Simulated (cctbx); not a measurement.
**Diagnosing a refinement**

Cell a = 4.3930 Å, b = 4.3930 Å, c = 4.3930 Å, α = 90.00°, β = 90.00°, γ = 90.00°; space group Pm-3m (no. 221).

Simulated single-crystal data (cctbx): Cu Kα, λ = 1.54184 Å, to d = 0.8 Å, 50 % of the full sphere, strongest reflection 5000 counts, noise from counting, a 4 % proportional error and a noise floor of 2 counts (s.d.); no absorption.

An anisotropic refinement with weights 1/σ² prints:

```text
Rint 0.039, 33 unique reflections to 0.80 A
cycle     R1     wR2    GooF  max shift (A)
   1  0.0771  0.2273   8.220   0.00000
   2  0.0458  0.1517   5.488   0.00000
final R1 0.0458 wR2 0.1517 GooF 5.488  parameters 4  data/parameter 8.2
atom        x        y        z      Ueq    occ   su(xyz)  su(Uiso or U11)
Tb1    0.00000  0.00000  0.00000   0.0145  1.000  0.00000  0.0021
Eu1    0.50000  0.50000  0.00000   0.0155  1.000  0.00000  0.0021
Ga1    0.50000  0.50000  0.50000   0.0047  1.000  0.00000  0.0027
difference map: max 4.78 min -2.77 rms 0.87
Q1    0.5000  0.5000  0.5000    1    4.78  0.00 A from Ga1
Q2    0.0000  0.0000  0.0000    1    4.45  0.00 A from Tb1
Q3    0.2111  0.5000  0.5000    6    1.36  0.93 A from Eu1
Q4    0.2043  0.2043  0.2043    8    1.31  1.55 A from Tb1
Q5    0.2832  0.2832  0.2832    8    0.74  1.65 A from Ga1
Q6    0.0000  0.2486  0.5000   12    0.61  1.10 A from Eu1
```

**Question.** Can this result stand? If not, what is the likely fault?

Mend it. The fault: wrong element: Eu1 is Rh. Against the right model at the same level, R1 goes from 0.0139 to 0.0458 and GooF from 1.04 to 5.49 and the top difference peak, 4.8 e/Å³, lies on Ga1. Eu1 has 18 electrons too many and its U swells to shed them, as expected.

The compound is TbGaRh3. The right model at the same level gives:

```text
Rint 0.039, 33 unique reflections to 0.80 A
cycle     R1     wR2    GooF  max shift (A)
   1  0.0257  0.0868   3.140   0.00000
   2  0.0139  0.0288   1.043   0.00000
final R1 0.0139 wR2 0.0288 GooF 1.043  parameters 4  data/parameter 8.2
atom        x        y        z      Ueq    occ   su(xyz)  su(Uiso or U11)
Tb1    0.00000  0.00000  0.00000   0.0192  1.000  0.00000  0.0004
Rh1    0.50000  0.50000  0.00000   0.0136  1.000  0.00000  0.0004
Ga1    0.50000  0.50000  0.50000   0.0127  1.000  0.00000  0.0006
difference map: max 0.67 min -0.53 rms 0.18
Q1    0.2359  0.2359  0.2359    8    0.69  1.79 A from Tb1
Q2    0.2088  0.5000  0.5000    6    0.50  0.92 A from Rh1
Q3    0.0000  0.2756  0.5000   12    0.46  0.99 A from Rh1
Q4    0.0000  0.0000  0.3947    6    0.45  1.73 A from Tb1
Q5    0.0000  0.0000  0.1777    6    0.38  0.78 A from Tb1
Q6    0.1605  0.1605  0.5000   12    0.17  1.65 A from Rh1
```

The model was made for the exercise: a known structure type with other elements put in, its volume estimated, not relaxed; displacement parameters are assumed.

[Middle refinement cycles are left out of these outputs.]

[Logs are printed without paths, hosts, clocks, repeated set-up lines and the standing remarks that a program may print on its own settings, such as how far it seeks lower states.]
